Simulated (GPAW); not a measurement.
# Ti2COS MXene monolayer: work function by functional and basis

Aim: the work function of both faces of Ti2COS MXene monolayer, and its spread over functionals and bases.

Main program and level: GPAW 26.7.0; GPAW, PAW setups; layer in a repeated cell with vacuum, relaxation of atoms and in-plane cell, in the first sound run; inputs show where later runs differ.

Most raw output is cut from this account.

### Step 1. The starting structure

The cell holds 5 atoms: 1 S, 2 Ti, 1 C and 1 O. Its edges and angles: a = 3.100 Å, b = 3.100 Å, c = 19.276 Å, α = 90.0°, β = 90.0°, γ = 120.0°. Vacuum lies along c.

### Step 2. Relaxing the atoms

Forces are removed first; all later runs use this geometry.

Input file run.py:

```python
import json
import numpy as np
from ase import Atoms
from ase.filters import FrechetCellFilter
from ase.optimize import BFGS
from gpaw import GPAW, PW

slab = Atoms(
    ['S', 'Ti', 'C', 'Ti', 'O'],
    positions=[
        [-0.00000, 1.78992, 7.00000],
        [1.55012, 0.89496, 8.73097],
        [0.00000, 0.00000, 9.95425],
        [-0.00000, 1.78992, 11.17752],
        [1.55012, 0.89496, 12.27578]],
    cell=[[3.10024, 0.0, 0.0], [-1.55012, 2.68489, 0.0], [0.0, 0.0, 19.2758]],
    pbc=[True, True, True])

slab.calc = GPAW(mode=PW(600), xc='PBE', kpts={'size': (12, 12, 1), 'gamma': True},
                 occupations={'name': 'fermi-dirac', 'width': 0.05}, nbands='160%',
                 convergence={'density': 1e-05}, maxiter=200,
                 symmetry={'tolerance': 1e-3}, txt='slab.txt')
result = {}
# The in-plane cell is free; stress needs a cell that repeats along all three vectors
path = []
opt = BFGS(FrechetCellFilter(slab, mask=[1, 1, 0, 0, 0, 1]), maxstep=0.2)
opt.attach(lambda: path.append((slab.get_potential_energy(), slab.positions.tolist(), slab.get_forces().tolist())))
result['relaxed'] = bool(opt.run(fmax=0.02, steps=45))
result['path'] = path
result['cell'] = slab.cell.tolist()
print('in-plane lattice', slab.cell.cellpar().round(4)[[0, 1, 5]])
energy = slab.get_potential_energy()
fermi = slab.calc.get_fermi_level()
v = slab.calc.get_electrostatic_potential().mean((0, 1)) - fermi
n = slab.calc.get_pseudo_density().mean((0, 1))
L = slab.cell[2, 2]
z = np.arange(len(v)) * L / len(v)
low, high = slab.positions[:, 2].min(), slab.positions[:, 2].max()
below, above = np.interp([low - 4.8, high + 4.8], z, v)
slopes = [np.interp(x, z, np.gradient(v, z)) for x in (low - 4.8, high + 4.8)]
eps = np.array([[slab.calc.get_eigenvalues(k, s) for k in range(len(slab.calc.get_ibz_k_points()))]
                for s in range(slab.calc.get_number_of_spins())]) - fermi
top, bottom = eps[eps < 0].max(), eps[eps > 0].min()
dipole = slab.get_dipole_moment()[2]
print(f'energy {energy:.4f} eV, Fermi level {fermi:.4f} eV, dipole {dipole:.5f} e A')
print(f'potential 4.8 A off the faces, from the Fermi level: lower {below:.4f} eV, upper {above:.4f} eV')
print(f'slope of the potential there: lower {slopes[0]:.5f}, upper {slopes[1]:.5f} eV/A')
print(f'nearest levels on the mesh: {top:.4f} and {bottom:.4f} eV')
print('magnetic moment', round(slab.get_magnetic_moment(), 3))
result.update(energy=energy, fermi=fermi, dipole=dipole, below=below, above=above, slopes=slopes, edges=[top, bottom],
              z=z.tolist(), v=v.tolist(), n=n.tolist(), positions=slab.positions.tolist(),
              forces=slab.get_forces(apply_constraint=False).tolist(), moments=slab.get_magnetic_moments().tolist())
json.dump(result, open('result.json', 'w'))
```

On the command line:

```console
> OMP_NUM_THREADS=1 OPENBLAS_NUM_THREADS=1 python run.py
```

Elapsed: 9.4 min, on 1 thread of AMD EPYC 7B13 (Zen 3), shared host; peak memory 0.47 GiB.

This run has no spin polarisation, although Ti can carry a moment.

Numbers from this step:

* dipole along the normal: 0.02574 e·Å
* levels nearest the Fermi level on the mesh: -0.05370, 0.03956 eV from the Fermi level

The electrostatic potential energy of an electron (without an applied field's), less the Fermi level, planar mean oscillates, so the rows of the table below give means over windows of 0.5 Å about each position, cut where the curve ends. Its maxima inside the range that stand out by 2 % of the span (Å: eV): 7.92: -4.22, 9.47: -6.59, 10.41: -5.07, 11.79: -11.9. Its minima: 7.14: -19.5, 8.69: -17.5, 9.90: -11.2, 11.27: -18.3, 12.05: -13.0.

The electrostatic potential energy of an electron (without an applied field's), less the Fermi level, planar mean by z; means over each step:

| z (Å) | electrostatic potential energy of an electron (without an applied field's), less the Fermi level, planar mean (eV) |
| --- | --- |
| 0.0 | 5.79 |
| 0.5 | 5.80 |
| 1.0 | 5.81 |
| 1.5 | 5.83 |
| 2.0 | 5.84 |
| 2.5 | 5.86 |
| 3.0 | 5.87 |
| 3.5 | 5.89 |
| 4.0 | 5.90 |
| 4.5 | 5.90 |
| 5.0 | 5.86 |
| 5.5 | 5.60 |
| 6.0 | 4.23 |
| 6.5 | -2.02 |
| 7.0 | -16.0 |
| 7.5 | -10.4 |
| 8.0 | -5.46 |
| 8.5 | -14.2 |
| 9.0 | -13.5 |
| 9.5 | -7.57 |
| 10.0 | -9.54 |
| 10.5 | -6.10 |
| 11.0 | -14.4 |
| 11.5 | -15.5 |
| 12.0 | -12.1 |
| 12.5 | -2.48 |
| 13.0 | 4.25 |
| 13.5 | 5.39 |
| 14.0 | 5.59 |
| 14.5 | 5.64 |
| 15.0 | 5.66 |
| 15.5 | 5.67 |
| 16.0 | 5.69 |
| 16.5 | 5.70 |
| 17.0 | 5.72 |
| 17.5 | 5.73 |
| 18.0 | 5.75 |
| 18.5 | 5.76 |
| 19.0 | 5.78 |

The pseudo valence density, planar mean by z:

| z (Å) | pseudo valence density, planar mean (e/Å³) |
| --- | --- |
| 3.5 | 3.3e-5 |
| 4.0 | 1.5e-4 |
| 4.5 | 7.3e-4 |
| 5.0 | 0.00352 |
| 5.5 | 0.0176 |
| 6.0 | 0.0877 |
| 6.5 | 0.315 |
| 7.0 | 0.414 |
| 7.5 | 0.497 |
| 8.0 | 0.454 |
| 8.5 | 1.18 |
| 9.0 | 1.12 |
| 9.5 | 0.532 |
| 10.0 | 0.518 |
| 10.5 | 0.465 |
| 11.0 | 1.15 |
| 11.5 | 1.27 |
| 12.0 | 0.971 |
| 12.5 | 0.521 |
| 13.0 | 0.0920 |
| 13.5 | 0.0142 |
| 14.0 | 0.00235 |
| 14.5 | 4.1e-4 |
| 15.0 | 7.4e-5 |

The relaxation lowered the energy of the cell by 0.421 eV (energies extrapolated to zero smearing; the optimiser's log prints free energies). The largest force left on a free atom is 0.0098 eV/Å.

### Step 3. Plane waves, PBE

The work function is the vacuum plateau of the electrostatic potential less the Fermi level; a dipole layer lets the two faces have plateaus of their own.

This step: GPAW, PAW setups; slab in vacuum (GPAW 26.7.0).

The cell differs from the one that the last finished run ended in (c 19.276 → 19.012 Å).

run.py, as its differences from that of step 2:

```diff
@@ -3,4 +3,2 @@
 from ase import Atoms
-from ase.filters import FrechetCellFilter
-from ase.optimize import BFGS
 from gpaw import GPAW, PW
@@ -10,23 +8,16 @@
     positions=[
-        [-0.00000, 1.78992, 7.00000],
-        [1.55012, 0.89496, 8.73097],
-        [0.00000, 0.00000, 9.95425],
-        [-0.00000, 1.78992, 11.17752],
-        [1.55012, 0.89496, 12.27578]],
-    cell=[[3.10024, 0.0, 0.0], [-1.55012, 2.68489, 0.0], [0.0, 0.0, 19.2758]],
-    pbc=[True, True, True])
+        [-0.00000, 1.78620, 7.00000],
+        [1.54690, 0.89310, 8.60676],
+        [0.00000, 0.00000, 9.80316],
+        [-0.00000, 1.78620, 11.13060],
+        [1.54690, 0.89310, 12.01199]],
+    cell=[[3.09379, 0.0, 0.0], [-1.5469, 2.67931, 0.0], [0.0, 0.0, 19.012]],
+    pbc=[True, True, False])
 
-slab.calc = GPAW(mode=PW(600), xc='PBE', kpts={'size': (12, 12, 1), 'gamma': True},
+slab.calc = GPAW(mode=PW(500), xc='PBE', kpts={'size': (12, 12, 1), 'gamma': True},
                  occupations={'name': 'fermi-dirac', 'width': 0.05}, nbands='160%',
                  convergence={'density': 1e-05}, maxiter=200,
+                 poissonsolver={'dipolelayer': 'xy'},
                  symmetry={'tolerance': 1e-3}, txt='slab.txt')
 result = {}
-# The in-plane cell is free; stress needs a cell that repeats along all three vectors
-path = []
-opt = BFGS(FrechetCellFilter(slab, mask=[1, 1, 0, 0, 0, 1]), maxstep=0.2)
-opt.attach(lambda: path.append((slab.get_potential_energy(), slab.positions.tolist(), slab.get_forces().tolist())))
-result['relaxed'] = bool(opt.run(fmax=0.02, steps=45))
-result['path'] = path
-result['cell'] = slab.cell.tolist()
-print('in-plane lattice', slab.cell.cellpar().round(4)[[0, 1, 5]])
 energy = slab.get_potential_energy()
```

The job ended after 46 s (1 thread; peak memory 0.23 GiB).

Numbers from this step:

| Property | Result |
| --- | --- |
| dipole along the normal | 0.01719 e·Å |
| levels nearest the Fermi level on the mesh | -0.05394, 0.03963 eV from the Fermi level |
| upper work function | 5.585 eV |
| lower work function | 5.967 eV |

The electrostatic potential energy of an electron (without an applied field's), less the Fermi level, planar mean oscillates, so the rows of the table below give means over windows of 1 Å about each position, cut where the curve ends. Its maxima inside the range that stand out by 2 % of the span (Å: eV): 7.8: -4.20, 9.3: -6.63, 10.3: -5.13, 11.7: -11.9. Its minima: 7.0: -19.5, 8.7: -17.5, 9.8: -11.2, 11.1: -18.3, 11.9: -12.9.

Table of electrostatic potential energy of an electron (without an applied field's), less the Fermi level, planar mean by z; means over each step:

| z (Å) | electrostatic potential energy of an electron (without an applied field's), less the Fermi level, planar mean (eV) |
| --- | --- |
| 0 | 5.89 |
| 1 | 5.97 |
| 2 | 5.97 |
| 3 | 5.97 |
| 4 | 5.96 |
| 5 | 5.83 |
| 6 | 2.68 |
| 7 | -13.3 |
| 8 | -8.34 |
| 9 | -11.7 |
| 10 | -7.97 |
| 11 | -14.3 |
| 12 | -9.24 |
| 13 | 4.29 |
| 14 | 5.55 |
| 15 | 5.58 |
| 16 | 5.58 |
| 17 | 5.59 |
| 18 | 5.58 |

Table of pseudo valence density, planar mean by z:

| z (Å) | pseudo valence density, planar mean (e/Å³) |
| --- | --- |
| 3 | 1.0e-5 |
| 4 | 2.2e-4 |
| 5 | 0.00528 |
| 6 | 0.127 |
| 7 | 0.416 |
| 8 | 0.518 |
| 9 | 0.898 |
| 10 | 0.505 |
| 11 | 1.37 |
| 12 | 0.950 |
| 13 | 0.0594 |
| 14 | 0.00160 |
| 15 | 5.3e-5 |

The potential is flat to 9.1e-4 eV/Å where it is read, so the vacuum is wide enough.

### Step 4. Self-consistent run: xc = "vdW-DF2"

The same geometry under vdW-DF2, to see how far the functional moves the levels against the vacuum (the van der Waals functionals take revPBE setups).

run.py, as its differences from that of step 3:

```diff
@@ -16,3 +16,3 @@
 
-slab.calc = GPAW(mode=PW(500), xc='PBE', kpts={'size': (12, 12, 1), 'gamma': True},
+slab.calc = GPAW(mode=PW(500), xc='vdW-DF2', kpts={'size': (12, 12, 1), 'gamma': True},
                  occupations={'name': 'fermi-dirac', 'width': 0.05}, nbands='160%',
```

It took 95 s on 1 thread; peak memory 0.37 GiB.

This step gave:

- dipole along the normal: 0.01145 e·Å
- levels nearest the Fermi level on the mesh: -0.03347, 0.04937 eV from the Fermi level
- upper work function: 6.061 eV
- lower work function: 6.318 eV

The electrostatic potential energy of an electron (without an applied field's), less the Fermi level, planar mean oscillates, so the rows of the table below give means over windows of 0.5 Å about each position, cut where the curve ends. Its maxima inside the range that stand out by 2 % of the span (Å: eV): 7.79: -4.32, 9.32: -6.68, 10.27: -5.21, 11.69: -11.8. Its minima: 7.03: -19.4, 8.65: -17.6, 9.79: -11.2, 11.12: -18.4, 11.88: -12.7.

Table of electrostatic potential energy of an electron (without an applied field's), less the Fermi level, planar mean by z; means over each step:

| z (Å) | electrostatic potential energy of an electron (without an applied field's), less the Fermi level, planar mean (eV) |
| --- | --- |
| 0.0 | 6.24 |
| 0.5 | 6.31 |
| 1.0 | 6.32 |
| 1.5 | 6.32 |
| 2.0 | 6.32 |
| 2.5 | 6.32 |
| 3.0 | 6.32 |
| 3.5 | 6.32 |
| 4.0 | 6.31 |
| 4.5 | 6.29 |
| 5.0 | 6.19 |
| 5.5 | 5.74 |
| 6.0 | 3.65 |
| 6.5 | -4.85 |
| 7.0 | -17.2 |
| 7.5 | -7.77 |
| 8.0 | -6.99 |
| 8.5 | -16.0 |
| 9.0 | -11.5 |
| 9.5 | -8.20 |
| 10.0 | -8.47 |
| 10.5 | -7.29 |
| 11.0 | -16.4 |
| 11.5 | -14.1 |
| 12.0 | -10.9 |
| 12.5 | 0.401 |
| 13.0 | 5.09 |
| 13.5 | 5.88 |
| 14.0 | 6.03 |
| 14.5 | 6.05 |
| 15.0 | 6.06 |
| 15.5 | 6.06 |
| 16.0 | 6.06 |
| 16.5 | 6.06 |
| 17.0 | 6.06 |
| 17.5 | 6.06 |
| 18.0 | 6.06 |
| 18.5 | 6.07 |

Pseudo valence density, planar mean against z:

| z (Å) | pseudo valence density, planar mean (e/Å³) |
| --- | --- |
| 3.5 | 6.4e-5 |
| 4.0 | 2.8e-4 |
| 4.5 | 0.00129 |
| 5.0 | 0.00596 |
| 5.5 | 0.0271 |
| 6.0 | 0.126 |
| 6.5 | 0.374 |
| 7.0 | 0.417 |
| 7.5 | 0.480 |
| 8.0 | 0.514 |
| 8.5 | 1.37 |
| 9.0 | 0.898 |
| 9.5 | 0.522 |
| 10.0 | 0.508 |
| 10.5 | 0.530 |
| 11.0 | 1.37 |
| 11.5 | 1.13 |
| 12.0 | 0.955 |
| 12.5 | 0.365 |
| 13.0 | 0.0607 |
| 13.5 | 0.00974 |
| 14.0 | 0.00186 |
| 14.5 | 3.6e-4 |
| 15.0 | 7.7e-5 |

Force by atom:

| atom | x (eV/Å) | y (eV/Å) | z (eV/Å) | size |
| --- | --- | --- | --- | --- |
| S1 | 0.000 | 0.000 | -0.530 | 0.530 |
| Ti2 | 0.000 | 0.000 | -0.088 | 0.088 |
| C3 | 0.000 | 0.000 | -0.064 | 0.064 |
| Ti4 | 0.000 | 0.000 | 0.292 | 0.292 |
| O5 | 0.000 | 0.000 | 0.682 | 0.682 |

The upper face's work function is 6.061 eV, against 5.585 eV in the first plane-wave PBE run at this geometry.

### Step 5. OptPBE vdW: xc = "optPBE-vdW"

The same geometry under optPBE-vdW, to see how far the functional moves the levels against the vacuum (the van der Waals functionals take revPBE setups).

run.py, as its differences from that of step 4:

```diff
@@ -16,3 +16,3 @@
 
-slab.calc = GPAW(mode=PW(500), xc='vdW-DF2', kpts={'size': (12, 12, 1), 'gamma': True},
+slab.calc = GPAW(mode=PW(500), xc='optPBE-vdW', kpts={'size': (12, 12, 1), 'gamma': True},
                  occupations={'name': 'fermi-dirac', 'width': 0.05}, nbands='160%',
```

It took 58 s on 1 thread; peak memory 0.37 GiB.

This step gave:

```yaml
dipole_along_the_normal: 0.01548 e·Å
levels_nearest_the_fermi_level_on_the_mesh: -0.04543, 0.04382 eV from the Fermi level
upper_work_function: 5.837 eV
lower_work_function: 6.181 eV
```

The electrostatic potential energy of an electron (without an applied field's), less the Fermi level, planar mean oscillates, so the rows of the table below give means over windows of 1 Å about each position, cut where the curve ends. Its maxima inside the range that stand out by 2 % of the span (Å: eV): 7.8: -4.20, 9.3: -6.60, 10.3: -5.12, 11.7: -11.8. Its minima: 7.0: -19.4, 8.7: -17.4, 9.8: -11.1, 11.1: -18.3, 11.9: -12.8.

Table of electrostatic potential energy of an electron (without an applied field's), less the Fermi level, planar mean by z; means over each step:

z (Å), electrostatic potential energy of an electron (without an applied field's), less the Fermi level, planar mean (eV) and a bar from the least value:
```
        0        6.1 ##############################
        1        6.2 ##############################
        2        6.2 ##############################
        3        6.2 ##############################
        4        6.2 ##############################
        5        6.0 ##############################
        6        2.8 #########################
        7      -13.3 #
        8       -8.3 #########
        9      -11.7 ####
       10       -7.9 #########
       11      -14.2 
       12       -9.1 ########
       13        4.5 ############################
       14        5.8 #############################
       15        5.8 #############################
       16        5.8 #############################
       17        5.8 #############################
       18        5.8 #############################
```

The upper face's work function is 5.837 eV, against 5.585 eV in the first plane-wave PBE run at this geometry.

### Step 6. Self-consistent run: xc = "RPBE"

The same geometry under RPBE, to see how far the functional moves the levels against the vacuum.

run.py, as its differences from that of step 5:

```diff
@@ -16,3 +16,3 @@
 
-slab.calc = GPAW(mode=PW(500), xc='optPBE-vdW', kpts={'size': (12, 12, 1), 'gamma': True},
+slab.calc = GPAW(mode=PW(500), xc='RPBE', kpts={'size': (12, 12, 1), 'gamma': True},
                  occupations={'name': 'fermi-dirac', 'width': 0.05}, nbands='160%',
```

Wall time 46 s (1 thread); peak memory 0.23 GiB.

Numbers from this step:

```yaml
dipole_along_the_normal: 0.02045 e·Å
levels_nearest_the_fermi_level_on_the_mesh: -0.05133, 0.04311 eV from the Fermi level
upper_work_function: 5.416 eV
lower_work_function: 5.868 eV
```

The electrostatic potential energy of an electron (without an applied field's), less the Fermi level, planar mean oscillates, so the rows of the table below give means over windows of 0.5 Å about each position, cut where the curve ends. Its maxima inside the range that stand out by 2 % of the span (Å: eV): 7.79: -4.31, 9.32: -6.76, 10.27: -5.26, 11.69: -12.1. Its minima: 7.03: -19.6, 8.65: -17.6, 9.79: -11.3, 11.12: -18.4, 11.98: -13.1.

The electrostatic potential energy of an electron (without an applied field's), less the Fermi level, planar mean by z; means over each step:

| z (Å) | electrostatic potential energy of an electron (without an applied field's), less the Fermi level, planar mean (eV) |
| --- | --- |
| 0.0 | 5.73 |
| 0.5 | 5.85 |
| 1.0 | 5.87 |
| 1.5 | 5.87 |
| 2.0 | 5.87 |
| 2.5 | 5.87 |
| 3.0 | 5.87 |
| 3.5 | 5.87 |
| 4.0 | 5.86 |
| 4.5 | 5.84 |
| 5.0 | 5.76 |
| 5.5 | 5.36 |
| 6.0 | 3.38 |
| 6.5 | -5.05 |
| 7.0 | -17.3 |
| 7.5 | -7.83 |
| 8.0 | -6.96 |
| 8.5 | -15.9 |
| 9.0 | -11.5 |
| 9.5 | -8.31 |
| 10.0 | -8.58 |
| 10.5 | -7.32 |
| 11.0 | -16.4 |
| 11.5 | -14.3 |
| 12.0 | -11.3 |
| 12.5 | -0.0615 |
| 13.0 | 4.52 |
| 13.5 | 5.26 |
| 14.0 | 5.39 |
| 14.5 | 5.41 |
| 15.0 | 5.41 |
| 15.5 | 5.42 |
| 16.0 | 5.42 |
| 16.5 | 5.42 |
| 17.0 | 5.42 |
| 17.5 | 5.42 |
| 18.0 | 5.42 |
| 18.5 | 5.43 |

The upper face's work function is 5.416 eV, against 5.585 eV in the first plane-wave PBE run at this geometry.

### Step 7. Self-consistent run: xc = "revPBE"

The same geometry under revPBE, to see how far the functional moves the levels against the vacuum.

run.py, as its differences from that of step 6:

```diff
@@ -16,3 +16,3 @@
 
-slab.calc = GPAW(mode=PW(500), xc='RPBE', kpts={'size': (12, 12, 1), 'gamma': True},
+slab.calc = GPAW(mode=PW(500), xc='revPBE', kpts={'size': (12, 12, 1), 'gamma': True},
                  occupations={'name': 'fermi-dirac', 'width': 0.05}, nbands='160%',
```

Wall time 46 s (1 thread); peak memory 0.23 GiB.

Numbers from this step:

* dipole along the normal: 0.01982 e·Å
* levels nearest the Fermi level on the mesh: -0.05204, 0.04231 eV from the Fermi level
* upper work function: 5.429 eV

The electrostatic potential energy of an electron (without an applied field's), less the Fermi level, planar mean oscillates, so the rows of the table below give means over windows of 1 Å about each position, cut where the curve ends. Its maxima inside the range that stand out by 2 % of the span (Å: eV): 7.8: -4.28, 9.3: -6.72, 10.3: -5.23, 11.7: -12.0. Its minima: 7.0: -19.5, 8.7: -17.6, 9.8: -11.3, 11.1: -18.4, 12.0: -13.0.

Electrostatic potential energy of an electron (without an applied field's), less the Fermi level, planar mean against z; means over each step:

z (Å), electrostatic potential energy of an electron (without an applied field's), less the Fermi level, planar mean (eV) and a bar from the least value:
```
        0        5.8 ##############################
        1        5.9 ##############################
        2        5.9 ##############################
        3        5.9 ##############################
        4        5.9 ##############################
        5        5.7 ##############################
        6        2.6 #########################
        7      -13.4 #
        8       -8.4 #########
        9      -11.8 ####
       10       -8.1 #########
       11      -14.4 
       12       -9.4 #######
       13        4.1 ###########################
       14        5.4 #############################
       15        5.4 #############################
       16        5.4 #############################
       17        5.4 #############################
       18        5.4 #############################
```

The upper face's work function is 5.429 eV, against 5.585 eV in the first plane-wave PBE run at this geometry.

### Step 8. Self-consistent run: xc = "LDA"

The same geometry under LDA, to see how far the functional moves the levels against the vacuum.

run.py, as its differences from that of step 7:

```diff
@@ -16,3 +16,3 @@
 
-slab.calc = GPAW(mode=PW(500), xc='revPBE', kpts={'size': (12, 12, 1), 'gamma': True},
+slab.calc = GPAW(mode=PW(500), xc='LDA', kpts={'size': (12, 12, 1), 'gamma': True},
                  occupations={'name': 'fermi-dirac', 'width': 0.05}, nbands='160%',
```

The job ended after 45 s (1 thread; peak memory 0.24 GiB).

Numbers from this step:

```yaml
dipole_along_the_normal: 0.009835 e·Å
levels_nearest_the_fermi_level_on_the_mesh: -0.06058, 0.02969 eV from the Fermi level
upper_work_function: 5.999 eV
lower_work_function: 6.220 eV
```

The upper face's work function is 5.999 eV, against 5.585 eV in the first plane-wave PBE run at this geometry.

[end of part 1 of 2]

[Logs are printed without paths, hosts, clocks, repeated set-up lines and the standing remarks that a program may print on its own settings, such as how far it seeks lower states.]

[Hosts, paths, dates, database ids (printed as entryN), source tags and the programs' standing remarks are cut or masked in the printed files.]
